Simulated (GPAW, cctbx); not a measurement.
## Bonding in Tl2GaAgF6 as X-rays see it

Question: by how much does bonding change the X-ray structure factors of Tl2GaAgF6, and what does a routine refinement make of it?

The start was made by putting kin elements into a known structure type; the compound need not exist, or be stable, in this form. All numbers below are calculated.

**1. Find the equilibrium geometry**

The density hangs on the geometry, so cell and atoms are relaxed first, with the symmetry held. The cutoff is set higher than for the density because stress converges slowly with plane waves.

Settings: GPAW 26.7.0, PBE, 900 eV, 3×3×3 k-points, Fermi–Dirac width 0.05 eV, BFGS to 0.03 eV/Å.

```text
cell
1.0
     0.000000000    4.136000000    4.136000000
     4.136000000    0.000000000    4.136000000
     4.136000000    4.136000000    0.000000000
Tl Ag Ga F
2 1 1 6
Direct
0.250000000 0.250000000 0.250000000
0.750000000 0.750000000 0.750000000
0.500000000 0.500000000 0.500000000
0.000000000 0.000000000 0.000000000
0.779600000 0.779600000 0.220400000
0.779600000 0.220400000 0.779600000
0.220400000 0.779600000 0.220400000
0.220400000 0.779600000 0.779600000
0.220400000 0.220400000 0.779600000
0.779600000 0.220400000 0.220400000
```

```console
$ OMP_NUM_THREADS=1 mpirun -n 4 gpaw python run.py > gpaw.log
```

```text
BFGS:    0      -40.117696        2.251211
BFGS:    1      -40.545372        1.357896
BFGS:    2      -40.803347        1.038174
BFGS:    3      -40.898876        0.879631
...
BFGS:    7      -41.652541        0.422166
BFGS:    8      -41.683738        0.053938
BFGS:    9      -41.684156        0.009707
cell  6.1877 6.1877 6.1877  60.00 60.00 60.00
volume 167.526 A^3, largest force 0.002 eV/A, largest stress 0.09 GPa
```

The cell moved far, while the k-mesh and basis were chosen for the start, so the final shape may be somewhat biased.

After 9 steps the volume has changed by +18.4 % and the energy by -1.566 eV; the largest stress left is 0.09 GPa. It took 2.9 min on 4 cores of Intel(R) Xeon(R) Platinum 8488C (Sapphire Rapids) (shared host), peak memory 1.9 GiB.

Relaxed structure: Fm-3m (no. 225), a = 8.7508 Å, b = 8.7508 Å, c = 8.7508 Å, α = 90.00°, β = 90.00°, γ = 90.00°.

```csv
atom,mult.,x,y,z
Tl1,8,1/4,3/4,3/4
Ag1,4,1/2,0,0
Ga1,4,0,0,0
F1,24,0,0,0.7780
```

**2. The all-electron density**

X-rays see the whole electron density, so the PAW density is rebuilt with its core regions. Subtracting spherical free atoms from the same code cancels the cores and leaves the deformation density Δρ, the part due to bonding.

Settings: PBE, 550 eV, 4×4×4 k-points, Fermi–Dirac width 0.05 eV; primitive cell of 10 atoms.

```console
$ OMP_NUM_THREADS=1 mpirun -n 4 gpaw python run.py > gpaw.log
```

```text
|iter:   1|       0s |  -45.715503 | -0.64 |       |
|iter:   2|       1s |  -44.531057 | -1.70 | -1.13 |
|iter:   3|       2s |  -41.181872 | -0.69 | -1.18 |
...
|iter:   7|       7s |  -41.132199c| -5.74 | -3.20 |
|iter:   8|       8s |  -41.132200c| -6.75 | -4.34c|
|iter:   9|       9s |  -41.132201c| -7.82c| -4.77c|
```

```text
grid (70, 70, 70)  electrons 294.000  moved by bonding 2.241 e
deformation density beyond 0.5 A of the nuclei: max 0.175, min -0.124 e/A^3
atom        x       y       z   Voronoi charge  moment
Tl1    0.2500  0.2500  0.2500      0.311       0.00
Tl2    0.7500  0.7500  0.7500      0.311       0.00
Ag3    0.5000  0.5000  0.5000      0.270       0.00
Ga4    0.0000  0.0000  0.0000      0.449       0.00
F 5    0.7780  0.7780  0.2220     -0.223       0.00
F 6    0.7780  0.2220  0.7780     -0.223       0.00
F 7    0.2220  0.7780  0.2220     -0.223       0.00
F 8    0.2220  0.7780  0.7780     -0.223       0.00
F 9    0.2220  0.2220  0.7780     -0.223       0.00
F 10   0.7780  0.2220  0.2220     -0.223       0.00
mean inner potential of superposed free atoms 14.894 V
total magnetic moment 0.000 muB
```

Deformation density in a plane through the shortest contact of the Ga atom at the origin, in 0.01 e/Å³ (clipped at ±99); x from -1.6 to 3.5 Å, y from 2.4 down to -2.4 Å:

```text
 -1   0   3   7   4  -4  11   3   0  -1  -1  -1  -1  -1   1   5
 -1   0   4  15   .   .  14   6   1  -1  -1  -1  -1  -1   0   3
 -1   0   3  11   .   .  13   4   0  -1  -1  -1  -1  -1   0  -1
  0  -1  -1   4  10  12   6   0  -1   0   0   0   0  -1   0  -2
  4   1  -4  -7  -7  -7  -8  -6  -1   4   6   5   4  -1  -2  -3
  9   8  -3 -11   0   .  -9  -8   5  14   .   9   8   2  -2  -4
  .  16  -2  -6   .   .   3  -7  10  -3   .   .   5   2  -2  -2
 10   8  -3 -11   0   . -10  -8   5  12   .  10   7   2  -2  -4
  4   1  -4  -7  -7  -7  -8  -6  -1   4   6   5   3   0  -2  -3
  0  -1  -1   3  10  12   6   0  -1   0   0   0   0  -1  -2  -2
 -1   0   3  11   .   .  12   4   0  -1  -1  -1  -1  -1  -1   0
 -1   0   4  14   .   .  13   6   1  -1  -1  -1  -1  -1   0   4
 -1   0   3   8   2  -4  10   4   0  -1  -1  -1  -1  -1   1   5
```

Atoms in or within 0.15 Å of the plane: Ga (0.0, 0.0), F (0.0, -1.9), F (1.9, 0.0), F (0.0, 1.9) Å. Dots mark points within about 0.45 Å of a nucleus; large values next to them are atomic features.

F gains most (-0.22 e) and Ga loses most (+0.45 e); F is the most electronegative element, but the order of the others doesn't follow electronegativity. Such charges fall far short of formal ones, since overlapping free atoms already put density on their neighbours. Along the shortest contact from the Ga atom at the map's origin, Ga–F at 1.94 Å, Δρ is +0.01 e/Å³ at the midpoint and highest, +0.16, 1.33 Å from Ga (points within 0.5 Å of a nucleus left out): little sits at the middle, as in a polar contact, whose build-up shifts to the more electronegative atom. At the midpoints of other shortest contacts it is -0.01 (Ag–F, 2.43 Å), -0.03 (F–F, 2.75 Å) and -0.01 (Tl–F, 3.10 Å) e/Å³. Point values carry grid noise of about 0.01 e/Å³. The run needed 9 iterations, 23 s.

**3. From the density to structure factors**

The Fourier components of Δρ, added to those of the free atoms, give the static X-ray structure factors; the Mott–Bethe relation turns them into the Fourier components V of the potential that fast electrons feel.

```text
static structure factors of the conventional cell: F in electrons, V (Mott-Bethe) in volts
   h  k  l      d  |F| table  |F| free   |F| DFT   change   |V| free  |V| DFT  change %
   1  1  1  5.0523    26.287    26.365    25.914   -0.451     0.020    0.058    186.7
   0  2  0  4.3754   251.533   251.572   250.152   -1.420     1.051    1.237     17.7
   0  2  2  3.0939   791.208   791.191   788.591   -2.600     6.914    7.085      2.5
   1  3  1  2.6385    62.391    62.094    62.993    0.899     0.617    0.574     -6.9
   2  2  2  2.5261   450.876   450.013   455.454    5.441     3.876    3.638     -6.1
   0  4  0  2.1877   911.000   909.277   913.330    4.053     8.173    8.041     -1.6
   1  3  3  2.0076    87.095    86.945    88.292    1.347     1.017    0.980     -3.7
   0  4  2  1.9567   245.510   246.080   245.349   -0.731     0.801    0.820      2.4
   2  4  2  1.7862   674.699   674.094   674.227    0.133     4.488    4.485     -0.1
   3  3  3  1.6841   105.501   105.483   106.611    1.128     1.303    1.281     -1.7
   1  5  1  1.6841     1.750     1.221     2.088    0.868     0.298    0.281     -5.6
   0  4  4  1.5469   777.210   776.055   777.109    1.054     5.988    5.971     -0.3
   1  5  3  1.4792    25.074    25.479    25.223   -0.255     0.101    0.105      3.8
   2  4  4  1.4585   240.813   241.021   240.697   -0.324     0.767    0.771      0.6
```

The largest X-ray change is +5.44 e on 222, 1.2 % of |F|. For electrons V goes as (Z − F)/g², so a change of F counts against Z − F, which is small at low angle and wherever the atoms' terms cancel: |V| of 020 moves by +17.7 % (1.05 to 1.24 V) against -0.6 % in |F|. The tabulated Hartree–Fock atoms differ from the free DFT atoms by up to 1.72 e, so the choice of reference atom matters too.

**4. What a spherical-atom refinement makes of it**

Routine crystallography fits spherical atoms. To see the bias, intensities are simulated from tabulated atoms plus the DFT change ΔF, so that bonding alone can misfit (5600 reflections of the full sphere, merged to the counts below, to 0.5 Å, 0.5 % proportional noise plus counting noise, assumed isotropic U as listed, Δρ smeared by the mean U) and refined with cctbx over different ranges.

| range | data | R1 | GooF | U Tl1 (true 0.0026) | U Ag1 (true 0.0032) | U Ga1 (true 0.0037) | U F1 (true 0.0054) | largest shift (Å) | Δρ max, min (e/Å³) |
| --- | --- | --- | --- | --- | --- | --- | --- | --- | --- |
| all data | 182 | 0.0024 | 1.40 | 0.0026 | 0.0032 | 0.0037 | 0.0053 | 0.0001 | 0.30, -0.24 |
| low resolution, d > 0.84 | 52 | 0.0025 | 1.90 | 0.0027 | 0.0032 | 0.0036 | 0.0051 | 0.0004 | 0.14, -0.20 |
| high order, d < 0.75 | 116 | 0.0022 | 1.11 | 0.0026 | 0.0032 | 0.0037 | 0.0053 | 0.0003 | 0.18, -0.34 |
| occupancies free, d > 0.7 | 78 | 0.0020 | 1.36 | 0.0026 | 0.0032 | 0.0036 | 0.0065 | 0.0002 | 0.09, -0.15 |

With all data GooF is 1.40, so the misfit of spherical atoms stands above the noise; the top residual peak lies 0.10 Å from F and 2.04 Å from Ga, on the atom. No U is off by more than 3 s.u. at low resolution. With Tl1 held at 1 and the scale free, the other occupancies refine to Ag1 1.000(0.001), Ga1 1.000(0.002) and F1 1.027(0.004), on sites that are all full: they absorb part of the misfit, and only ratios to the fixed site mean anything.

**5. Answer**

Bonding moves 2.24 e in the primitive cell of Tl2GaAgF6 and changes the structure factors of the conventional cell in the table above by at most 5.44 e (222, 1.2 %), and among reflections above 2 % of the strongest by up to 1.7 % (111). The shortest bond, Ga–F, has Δρ = +0.01 e/Å³ at its midpoint, low for a shared bond; with the charge transfer this is a polar contact. With all data GooF is 1.40, so the misfit of spherical atoms stands above the noise. Limits: static density, frozen cores, no spin–orbit coupling.

[Outputs are excerpts: Python notices, other lines and further rows are left out; steps that failed or that the build refused (PBEsol, TPSS) are not shown.]

[Logs are printed without paths, hosts, clocks, repeated set-up lines and the standing remarks that a program may print on its own settings, such as how far it seeks lower states.]
